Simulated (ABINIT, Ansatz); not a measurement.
## A GW run on CsCaBr3 (Pm-3m) in ABINIT, with inputs changed

A base run on CsCaBr3 (Pm-3m), then changed inputs.

Main program and level: ABINIT 10.8.3; LDA and many-body steps on it, plane waves.

Report form: the programs' logs are mostly left out.

**1. Set-up**

It takes space group Pm-3m (No. 221, cubic). The conventional cell has a = 5.709 Å, b = 5.709 Å, c = 5.709 Å, α = 90.00°, β = 90.00°, γ = 90.00°. Nearest to Cs lie 12 Br at 4.04 Å. Ca has 6 Br at 2.85 Å nearest. Nearest to Br lie 2 Ca at 2.85 Å and 4 Cs at 4.04 Å. Farther neighbours and most contacts between anions are not listed.

The cell and positions are those that the Materials Project relaxed with its own functionals (PBE, PBE+U or r2SCAN), kept fixed. Spin-orbit coupling is left out unless a step names it.

**2. Screening, 2×2×2 mesh, 246 bands, screening to 141.5 eV**

This step: ABINIT 10.8.3; RPA screening on LDA, plane waves, norm-conserving pseudopotentials.

The RPA dielectric matrix is built and inverted for each q.

Input file run.abi:

```
acell 3*1.0 Angstrom
rprim 
  5.708665730000 0.000000000000 0.000000000000
  0.000000000000 5.708665730000 0.000000000000
  0.000000000000 0.000000000000 5.708665730000
ntypat 3
znucl 55 20 35
natom 5
typat 1 2 3 3 3
xred 
  0.000000000000 0.000000000000 0.000000000000
  0.500000000000 0.500000000000 0.500000000000
  0.500000000000 0.000000000000 0.500000000000
  0.000000000000 0.500000000000 0.500000000000
  0.500000000000 0.500000000000 0.000000000000
pp_dirpath "pseudos"
pseudos "Cs.upf, Ca.upf, Br.upf"
ecut 30
ngkpt 2 2 2
nshiftk 1
shiftk 0 0 0
kptopt 1
chksymbreak 0
istwfk *1
occopt 1
irdwfk 1
optdriver 3
nband 246
ecuteps 5.2
inclvkb 2
awtr 1
symchi 1
indata_prefix "in"
outdata_prefix "out"
tmpdata_prefix "tmp"
```

Started as:

```sh
$ OMP_NUM_THREADS=1 mpirun -n 4 abinit run.abi > log
```

Elapsed: 93 s, on 4 MPI ranks of Arm Neoverse V1, shared host; peak memory 2.2 GiB.

This step gave:

```
ε∞ with local fields, on this mesh, along the program's q direction : 3.203
the same without local fields                                       : 3.781
plasma frequency                                                    : 17.22 eV
plane waves in the screening matrix                                 : 739
```

Local fields lower ε∞ by 15 %. On a Γ-centred mesh this coarse the value itself is usually too large, while a short band sum pulls it down.

**3. Base**

The self-energy is evaluated for the states that the input lists, and the levels follow from it, in one-shot runs by the linearised quasiparticle equation.

This step: G0W0 on LDA, plane waves, norm-conserving pseudopotentials.

Changes to run.abi since step 2:

```diff
@@ -26,8 +26,17 @@
 irdwfk 1
-optdriver 3
+optdriver 4
 nband 246
+gwcalctyp 0
+ecutsigx 30
+symsigma 1
+nkptgw 2
+kptgw 
+  0.5000000000 0.5000000000 0.5000000000
+  0.0000000000 0.0000000000 0.0000000000
+bdgw 
+  18 23
+  18 24
 ecuteps 5.2
-inclvkb 2
-awtr 1
-symchi 1
+irdscr 1
+ppmodel 1
 indata_prefix "in"
```

Run time: 87 s. Hardware: 4 MPI ranks; peak memory 2.3 GiB.

This step gave:

```
G0W0 gap on the points computed              : 6.328 eV
starting gap on the mesh                     : 4.079 eV
k of the valence top                         : 0.5, 0.5, 0.5
k of the conduction bottom                   : 0, 0, 0
Z at the valence top                         : 0.801
Z at the conduction bottom                   : 0.85
least direct G0W0 gap on the computed points : 6.582 eV
```

The gap on the mesh goes from 4.08 eV to 6.33 eV, a correction of +2.25 eV.

**4. No symmetry in the self-energy**

Changes to run.abi since step 3:

```diff
@@ -30,3 +30,3 @@
 ecutsigx 30
-symsigma 1
+symsigma 0
 nkptgw 2
```

Run time: 2.8 min. Hardware: 4 MPI ranks; peak memory 2.3 GiB.

Numbers from this step:

```
G0W0 gap on the points computed              : 6.327 eV
starting gap on the mesh                     : 4.079 eV
k of the valence top                         : 0.5, 0.5, 0.5
k of the conduction bottom                   : 0, 0, 0
Z at the valence top                         : 0.801
Z at the conduction bottom                   : 0.85
least direct G0W0 gap on the computed points : 6.582 eV
```

Against G0W0 in ABINIT (2×2×2 mesh, 246 bands, screening to 141.5 eV, Godby-Needs plasmon pole), the gap moves by −0.001 eV.

**5. A keyword of another program**

Changes to run.abi since step 4:

```diff
@@ -30,3 +30,3 @@
 ecutsigx 30
-symsigma 0
+symsigma 1
 nkptgw 2
@@ -41,2 +41,3 @@
 ppmodel 1
+ecut_chi 100
 indata_prefix "in"
```

Elapsed: 0.78 s, on 4 MPI ranks; peak memory 0.05 GiB.

The run stopped with an error after 0.78 s.

The program's words: Found token: `ECUT_CHI` in the input file. This name is not one of the registered input variable names (see Action: check your input file. Perhaps you mistyped the input variable, or specified "img", although this was not permitted for this input variable.

The fault put into this input: a keyword of another program.

**6. The runs together**

Times are wall times on 4 MPI ranks of Arm Neoverse V1, shared host, good to a factor of about two. A run's time includes the screening step that it read.

| run | mesh | bands | screening cutoff (eV) | DFT gap (eV) | gap on the mesh (eV) | direct (eV) | ε∞ used | time |
| --- | --- | --- | --- | --- | --- | --- | --- | --- |
| base | 2×2×2 | 246 | 141.5 | 4.079 | 6.328 | 6.582 | 3.20 | 3 min |
| no symmetry in the self-energy | 2×2×2 | 246 | 141.5 | 4.079 | 6.327 | 6.582 | 3.20 | 4.3 min |

**7. Outcome**

| Item | Value |
| --- | --- |
| base | 6.328 eV |
| no symmetry in the self-energy | 6.327 eV |
| known limits | not at the basis limit; no spin-orbit coupling; coarse k mesh |

No symmetry in the self-energy: no change against base (keys changed: symsigma). Bands and cutoff are finite, so the gap is not at the basis limit. The miss can reach some tenths of an eV and take either sign; the mesh is an error of its own. In the G0W0 runs levels were corrected at 2 k points alone, so a gap called «on the mesh» is the least over those, and an edge elsewhere would be missed. The 2×2×2 mesh is coarse for this cell, which bears on the long-range parts of exchange and screening. This is the ideal cubic cell; many perovskites, halides above all, are cubic only on average, and local tilts or off-centring can widen the gap. The many-body steps are scalar-relativistic: spin-orbit coupling is not in them.

[Paths, hosts, dates, memory and timing lines, banners, echoed tables and standing remarks are left out of the program output.]

[Logs are printed without paths, hosts, clocks, repeated set-up lines and the standing remarks that a program may print on its own settings, such as how far it seeks lower states.]

[Runs of the session that timed out or met a known fault of the program may be left out.]

[Hosts, paths, dates, database ids (printed as entryN), source tags and the programs' standing remarks are cut or masked in the printed files.]

[G0W0 gaps are taken among the corrected bands and points alone; a level outside them can change the order at an edge.]

[Where Ansatz stands beside ABINIT at settings called matched, ABINIT's density can come from a denser mesh and the files from another edition; pairs whose starting gaps differed by over 0.03 eV were left out, so agreement reads better than it is.]
